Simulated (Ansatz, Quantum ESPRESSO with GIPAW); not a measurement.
# Solid-state NMR of CH9ClN6 by GIPAW

The task is to compute the NMR parameters of CH9ClN6 site by site.

Calculated with Quantum ESPRESSO with GIPAW 8.0dev (patched build); DFT, PBEsol, plane-wave PAW (pslibrary 1.0.0 recipes), scalar-relativistic, GIPAW; a patched development version of the program.

Report form: the programs' logs are mostly left out.

### Step 1. Starting point

Symmetry: P6_3/m, No. 176, hexagonal system. The conventional cell has a = 7.775 Å, b = 7.775 Å, c = 6.858 Å, α = 90.00°, β = 90.00°, γ = 120.00°. Nearest to Cl lie 3 H at 2.42 Å. Nearest to N lie 2 H at 1.03 Å and 1 N at 1.40 Å. N has 1 H at 1.04 Å and 1 C at 1.34 Å and 1 N at 1.40 Å nearest. Nearest to C lie 3 N at 1.34 Å. Nearest to H lie 1 N at 1.03 Å. Nearest to H lie 1 N at 1.04 Å. Farther neighbours and most contacts between anions are not listed.

The cell is a computed entry of the Materials Project; it need not be the form that is stable at ambient conditions.

This structure had its atoms relaxed beforehand (DFT, PBEsol, plane-wave PAW (pslibrary 1.0.0 recipes), Quantum ESPRESSO with GIPAW), starting from the database entry, since shieldings follow bond lengths closely.

### Step 2. Ground state

First the ground state. The response equations take the occupied wavefunctions as exact, so conv_thr is set much tighter than for an energy. No empty states are asked for: the response is solved without them. The mesh has a spacing of 0.32 Å⁻¹ at most. The PAW files were made with ld1.x from the pslibrary 1.0.0 recipes, with GIPAW reconstruction switched on.

run_scf.py reads:

```python
from ase import Atoms
from ase.calculators.espresso import Espresso, EspressoProfile

atoms = Atoms(
    ['Cl', 'Cl', 'N', 'N', 'N', 'N', 'N', 'N', 'N', 'N', 'N', 'N', 'N', 'N', 'C', 'C', 'H', 'H', 'H', 'H', 'H', 'H', 'H', 'H', 'H', 'H', 'H', 'H', 'H', 'H', 'H', 'H', 'H', 'H'],
    cell=[
        [7.77479965, 0.00000000, 0.00000000],
        [-3.88739983, 6.73317401, 0.00000000],
        [0.00000000, 0.00000000, 6.85776100],
    ],
    scaled_positions=[
        [0.33333333, 0.66666667, 0.25000000],
        [0.66666667, 0.33333333, 0.75000000],
        [0.34876608, 0.19755906, 0.25000000],
        [0.84879298, 0.65123392, 0.25000000],
        [0.80244094, 0.15120702, 0.25000000],
        [0.65123392, 0.80244094, 0.75000000],
        [0.15120702, 0.34876608, 0.75000000],
        [0.19755906, 0.84879298, 0.75000000],
        [0.16140110, 0.18180930, 0.25000000],
        [0.02040820, 0.83859890, 0.25000000],
        [0.81819070, 0.97959180, 0.25000000],
        [0.83859890, 0.81819070, 0.75000000],
        [0.97959180, 0.16140110, 0.75000000],
        [0.18180930, 0.02040820, 0.75000000],
        [-0.00000000, -0.00000000, 0.25000000],
        [0.00000000, 0.00000000, 0.75000000],
        [0.57414073, 0.72470515, 0.62816765],
        [0.15056442, 0.42585927, 0.62816765],
        [0.27529485, 0.84943558, 0.62816765],
        [0.42585927, 0.27529485, 0.12816765],
        [0.84943558, 0.57414073, 0.12816765],
        [0.72470515, 0.15056442, 0.12816765],
        [0.42585927, 0.27529485, 0.37183235],
        [0.84943558, 0.57414073, 0.37183235],
        [0.72470515, 0.15056442, 0.37183235],
        [0.57414073, 0.72470515, 0.87183235],
        [0.15056442, 0.42585927, 0.87183235],
        [0.27529485, 0.84943558, 0.87183235],
        [0.14682245, 0.30741454, 0.25000000],
        [0.16059209, 0.85317755, 0.25000000],
        [0.69258546, 0.83940791, 0.25000000],
        [0.85317755, 0.69258546, 0.75000000],
        [0.83940791, 0.14682245, 0.75000000],
        [0.30741454, 0.16059209, 0.75000000],
    ],
    pbc=True,
)
atoms.calc = Espresso(
    profile=EspressoProfile(command='mpirun -np 4 pw.x -nk 4', pseudo_dir='./'),
    pseudopotentials={
        'Cl': 'Cl.pbesol-n-kjpaw_psl.1.0.0-gipaw.UPF',
        'N': 'N.pbesol-n-kjpaw_psl.1.0.0-gipaw.UPF',
        'C': 'C.pbesol-n-kjpaw_psl.1.0.0-gipaw.UPF',
        'H': 'H.pbesol-kjpaw_psl.1.0.0-gipaw.UPF',
    },
    input_data={
        'control': {'calculation': 'scf', 'prefix': 'x', 'outdir': './tmp/'},
        'system': {'ecutwfc': 55, 'ecutrho': 340, 'nbnd': 50},
        'electrons': {'conv_thr': 1.0e-10, 'mixing_beta': 0.7, 'electron_maxstep': 100},
    },
    kpts=(3, 3, 3),
    koffset=(0, 0, 0),
)
print('energy', atoms.get_potential_energy(), 'eV')
```

ASE writes espresso.pwi from it and starts pw.x, whose log goes to espresso.pwo.

The run is started by

```
> python run_scf.py
```

Wall time 87 s (4 MPI ranks of Arm Neoverse V1, shared host); peak memory 1.8 GiB; 5.8 min of CPU time.

It converged in 13 cycles to an estimated accuracy of 7e-11 Ry, on 6 irreducible k-points.

### Step 3. GIPAW: job nmr

A uniform field breaks periodicity, so gipaw.x applies it as a wave of small q and takes the limit. It solves for the first-order states, builds the induced current and gets the field at each nucleus by Biot–Savart; the PAW spheres add what the smooth waves miss near the nuclei. pawproj makes the reconstruction use the PAW data sets' own projectors.

nmr.in reads:

```
&inputgipaw
  job = 'nmr'
  prefix = 'x'
  tmp_dir = './tmp/'
  restart_mode = 'from_scratch'
  verbosity = 'low'
  q_gipaw = 0.01
  spline_ps = .true.
  conv_threshold = 1.0d-11
  use_nmr_macroscopic_shape = .false.
  pawproj(1) = .true.
  pawproj(2) = .true.
  pawproj(3) = .true.
  pawproj(4) = .true.
/
```

The run is started by

```
> mpirun -np 4 gipaw.x -in nmr.in > nmr.out
```

Wall time 14 min (4 MPI ranks); peak memory 1.1 GiB; 57 min of CPU time.

The f-sum rule is met to 0.0039 of 100.3 (0.004 %). Converged shieldings require that this miss be small, but a small miss does not prove them. gipaw.x warns that with these symmetry operations the susceptibility and the shape term are unreliable; the other terms are not touched. This build smooths some augmentation functions of the files as it reads them, which, it says, moves results; by how much was not measured here.

From the symmetric part of each tensor, with principal values σ11 ≤ σ22 ≤ σ33: σ_iso is their mean, the span is σ33 − σ11 and the skew 3(σ_iso − σ22)/span. (gipaw.x prints an anisotropy in another convention.)

| site | atom no. | atoms in cell | σ_iso (ppm) | span (ppm) | skew |
| --- | --- | --- | --- | --- | --- |
| Cl | 1 | 2 | 965.4 | 117.7 | 1.00 |
| N(1) | 3 | 6 | 178.6 | 82.7 | -0.42 |
| N(2) | 9 | 6 | 123.6 | 62.8 | -0.81 |
| C | 15 | 2 | 9.3 | 134.5 | 1.00 |
| H(1) | 17 | 12 | 19.95 | 16.80 | 0.56 |
| H(2) | 29 | 6 | 14.03 | 19.72 | -0.01 |

The macroscopic shape term is switched off. For a spherical sample the valence susceptibility of this run would add about 7 ppm to every site, a rough estimate, since the susceptibility converges slowly and lacks part of the PAW terms, above all in hexagonal and trigonal cells. Differences within the crystal don't depend on it, but shieldings of different compounds can't be compared to better than a few ppm without it.

An axis of order three or more runs through Cl and C, so two principal values coincide and the skew is ±1. In this run the largest span is that of C (site symmetry -6), with principal values -35.5, -35.5 and 99.0 ppm.

How the isotropic values are made up (ppm). The core part is that of the free atom's core; bare is the current of the smooth valence states; the last two are what the PAW spheres add to the diamagnetic and the paramagnetic current:

| site | core | bare | reconstruction, dia | reconstruction, para |
| --- | --- | --- | --- | --- |
| Cl | 1049.9 | 87.3 | -8.0 | -163.8 |
| N(1) | 235.2 | 28.5 | 6.9 | -92.1 |
| N(2) | 235.2 | 6.2 | 7.5 | -125.2 |
| C | 200.0 | -73.9 | 4.6 | -121.4 |
| H(1) | 0.0 | 18.9 | 1.1 | 0.0 |
| H(2) | 0.0 | 13.1 | 1.0 | 0.0 |

### Step 4. Field gradients

2H, 35Cl and 14N have a quadrupole moment, which couples to the field gradient and broadens the lines. The gradient is a property of the ground-state density and needs no response; it is taken from a second code that counts the whole PAW charge. C_Q = eQV_zz/h, with Q = 0.00285783 barn for 2H, -0.08112 barn for 35Cl, 0.02044 barn for 14N.

This step: DFT, PBEsol, plane-wave PAW, default files (PAW set soft_2), scalar-relativistic, field gradients (Ansatz 0.2.0), on the same atoms.

input.yaml reads:

```yaml
crystal:
  lattice:
    - [7.7747996539, 0.0, 0.0]
    - [-3.8873998269, 6.7331740096, 0.0]
    - [0.0, 0.0, 6.857761]
  atoms:
    - { symbol: Cl, position: [0.33333333, 0.66666667, 0.25] }
    - { symbol: Cl, position: [0.66666667, 0.33333333, 0.75] }
    - { symbol: "N", position: [0.3487660763, 0.197559056, 0.25] }
    - { symbol: "N", position: [0.8487929797, 0.6512339237, 0.25] }
    - { symbol: "N", position: [0.802440944, 0.1512070203, 0.25] }
    - { symbol: "N", position: [0.6512339237, 0.802440944, 0.75] }
    - { symbol: "N", position: [0.1512070203, 0.3487660763, 0.75] }
    - { symbol: "N", position: [0.197559056, 0.8487929797, 0.75] }
    - { symbol: "N", position: [0.1614011008, 0.1818093016, 0.25] }
    - { symbol: "N", position: [0.0204082008, 0.8385988992, 0.25] }
    - { symbol: "N", position: [0.8181906984, 0.9795917992, 0.25] }
    - { symbol: "N", position: [0.8385988992, 0.8181906984, 0.75] }
    - { symbol: "N", position: [0.9795917992, 0.1614011008, 0.75] }
    - { symbol: "N", position: [0.1818093016, 0.0204082008, 0.75] }
    - { symbol: C, position: [0.0, 0.0, 0.25] }
    - { symbol: C, position: [0.0, 0.0, 0.75] }
    - { symbol: H, position: [0.5741407267, 0.7247051466, 0.6281676498] }
    - { symbol: H, position: [0.1505644199, 0.4258592732, 0.6281676498] }
    - { symbol: H, position: [0.2752948534, 0.8494355801, 0.6281676498] }
    - { symbol: H, position: [0.4258592733, 0.2752948534, 0.1281676498] }
    - { symbol: H, position: [0.8494355801, 0.5741407268, 0.1281676498] }
    - { symbol: H, position: [0.7247051466, 0.1505644199, 0.1281676498] }
    - { symbol: H, position: [0.4258592733, 0.2752948534, 0.3718323502] }
    - { symbol: H, position: [0.8494355801, 0.5741407268, 0.3718323502] }
    - { symbol: H, position: [0.7247051466, 0.1505644199, 0.3718323502] }
    - { symbol: H, position: [0.5741407267, 0.7247051466, 0.8718323502] }
    - { symbol: H, position: [0.1505644199, 0.4258592732, 0.8718323502] }
    - { symbol: H, position: [0.2752948534, 0.8494355801, 0.8718323502] }
    - { symbol: H, position: [0.1468224533, 0.3074145443, 0.25] }
    - { symbol: H, position: [0.1605920909, 0.8531775467, 0.25] }
    - { symbol: H, position: [0.6925854557, 0.8394079091, 0.25] }
    - { symbol: H, position: [0.8531775467, 0.6925854557, 0.75] }
    - { symbol: H, position: [0.8394079091, 0.1468224533, 0.75] }
    - { symbol: H, position: [0.3074145443, 0.1605920909, 0.75] }
kpoints:
  mp_grid: { grid: [3, 3, 3] }
scf:
  occupations: { method: fixed }
hamiltonian:
  xc: pbesol
  pseudopotentials: { kind: paw, frozen_core: stored }
output:
  forces: false
  stress: false
  efg:
    quadrupole_moments_barn: { Cl: -0.08112, "N": 0.02044, H: 0.00285783 }
```

The run is started by

```
> ansatz run input.yaml --threads 4 --pin off --max-ram 24576MiB --backend cpu --events-out ev --progress --plain --runs-dir out
```

Run time: 2.6 s. Hardware: 4 threads; peak memory 0.96 GiB; 9.8 s of CPU time.

Among nuclei of half-integer spin the second-order effect is largest for 35Cl on Cl (spin 3/2, C_Q -0.94 MHz): at 9.4 T it moves the centre of gravity of the MAS line by -14 ppm from δ_iso, and by a quarter of that at twice the field, by δ_Q = −(3/40)(C_Q/ν0)²(1 + η²/3)[I(I+1) − 3/4]/[I²(2I−1)²] × 10⁶ ppm with ν0 = 39.3 MHz.

### Step 5. NMR parameters by site

A shielding is counted from the bare nucleus and a shift from a reference compound, with the opposite sign. A fitted line does better than one reference, as its slope takes up part of the functional's error. For ¹H and ⁷Li, with little paramagnetic shielding, slope and scatter come mostly from geometry, vibration and the shape term.

To turn shieldings into shifts, lines fitted to measured solids are used. 13C: δ = (162.2 − σ), zero at TMS, fitted to 6 measured values, from C, KHCO3, Li2CO3, MgCO3, Na2CO3 and SiC, with a scatter of 0.77 ppm r.m.s., on σ without the shape term; 1H: δ = (29.71 − σ) / 1.204, zero at TMS, fitted to 11 measured values, from Ca(BH4)2, Ca(OH)2, CsH2PO4, LiBH4, LiH, MgH2, NaH, NaOH and NH4H2PO4, with a scatter of 0.61 ppm r.m.s., with σ taken with the shape term of a sphere (6.7 ppm here); 35Cl: δ = (909.6 − σ) / 1.084, zero at aqueous Cl-, fitted to 5 measured values, from AlCl3, CuCl, KCl, LiCl and NaCl, with a scatter of 4.3 ppm r.m.s., with σ taken with the shape term of a sphere (6.7 ppm here). Kinds of site that fitted badly were split off after the misses were seen, so the scatter is that of the points kept.

Covalently bonded atoms count as neighbours within 1.18 times the sum of their radii. Otherwise a cation's neighbours lie within 1.2 times its shortest bond (1.3 for large cations, each anion's radius taken off where they differ), and an anion's are the cations that count it.

| site | atom no. | atoms in cell | surroundings | bonds (Å) | δ_iso (ppm) | C_Q (MHz) | η_Q |
| --- | --- | --- | --- | --- | --- | --- | --- |
| Cl | 1 | 2 | accepts 3 H bonds | 2.419 | -57.7 | -0.94 | 0.00 |
| N(1) | 3 | 6 | bound to N and 2 H | 1.03 to 1.40 | - | -6.10 | 0.72 |
| N(2) | 9 | 6 | bound to N and C and H | 1.04 to 1.40 | - | -5.57 | 0.53 |
| C | 15 | 2 | CN3 | 1.341 | 152.9 | - | - |
| H(1) | 17 | 12 | bound to N | 1.030 | 2.52 | 0.229 | 0.19 |
| H(2) | 29 | 6 | bound to N | 1.038 | 7.43 | 0.201 | 0.16 |

The 2 N sites spread over 54.9 ppm in shielding, from N(2) (least shielded) to N(1). The 2 H sites spread over 5.92 ppm in shielding, from H(2) (least shielded) to H(1).

Simulated spectrum: 13C MAS at 15 kHz, 16.4 T (175.6 MHz), lines broadened by 0.8 ppm; rigid lattice, with dipolar and J couplings left out. Lines over 1.5 % of the strongest (ppm: area): 238.3: 0.09, 152.9: 1.00, 67.5: 0.07, -17.9: 0.02. Spinning sidebands lie 85.4 ppm apart.

Simulated spectrum: 1H MAS at 40 kHz, 11.7 T (498.2 MHz), lines broadened by 0.5 ppm; rigid lattice, with dipolar and J couplings left out. Its lines over 1.5 % of the strongest:

| δ (ppm) | area |
| --- | --- |
| 7.43 | 0.50 |
| 2.52 | 1.00 |

At this broadening the 2 isotropic lines are resolved; in a real sample the residual dipolar coupling among these abundant spins may hide that.

Simulated spectrum: 35Cl fast MAS, 9.4 T (39.3 MHz), central transition to second order, lines broadened by 3 ppm; rigid lattice, with dipolar and J couplings and satellite transitions left out.

δ (ppm), intensity and a bar:
```
    -49.6       0.00 
    -51.4       0.00 
    -53.2       0.01 
    -54.9       0.01 
    -56.6       0.01 
    -58.4       0.03 #
    -60.1       0.09 ###
    -61.8       0.44 #############
    -63.6       0.99 ##############################
    -63.8       1.00 ##############################
    -65.3       0.83 #########################
    -67.0       0.65 ####################
    -68.8       0.57 #################
    -70.5       0.53 ################
    -72.3       0.52 ################
    -73.9       0.53 ################
    -75.7       0.57 #################
    -77.5       0.68 ####################
    -79.1       0.81 ########################
    -80.9       0.50 ###############
    -82.7       0.16 #####
    -84.3       0.11 ###
    -86.1       0.09 ###
    -87.9       0.08 ###
    -89.7       0.08 ##
    -91.3       0.07 ##
    -93.1       0.05 #
    -94.9       0.02 
    -96.5       0.00 
    -98.3       0.00 
   -100.1       0.00 
   -101.7       0.00 
   -103.5       0.00 
   -105.3       0.00 
   -106.9       0.00
```

Most prominent maxima (ppm: height): -63.8: 1.00, -79.1: 0.81.

### Step 6. Summary of results

* 13C shift: 152.9 ppm
* 1H shift: 7.43, 2.52 ppm
* 2H size of C_Q: 0.201, 0.229 MHz
* 35Cl shift: -57.7 ppm
* 35Cl size of C_Q: 0.94 MHz
* 15N shielding without shape term: 123.6, 178.6 ppm
* 14N size of C_Q: 5.57, 6.10 MHz

13C has one site (CN3), with isotropic shift 152.9 ppm. 1H has 2 sites, in the ratio 1:2: H(2) (bound to N) at a shift of 7.43 and H(1) (bound to N) at a shift of 2.52 ppm. No sound run at another cutoff or mesh is at hand, so convergence rests on the f-sum rule and on experience with these files. Hydrogen's values are less sure: spans of ¹H carry errors of some ppm on PAW files, the bulk susceptibility matters on its narrow scale, and it is treated as a fixed classical nucleus at 0 K. This build of gipaw.x prints that it is not audited and that its numbers are no references by themselves. It also reports spline_ps as false although the input sets it; why was not traced. The field gradients use PAW files made for PBE. The sphere term behind these shifts is unreliable in hexagonal and trigonal cells, by up to a few ppm.

[Logs are printed without paths, hosts, clocks, repeated set-up lines and the standing remarks that a program may print on its own settings, such as how far it seeks lower states.]

[Hosts, paths, dates, database ids (printed as entryN), source tags and the programs' standing remarks are cut or masked in the printed files.]

[Where no reference line passes its bar on scatter, no shift is given, so a measured shift of this compound may stand uncompared.]
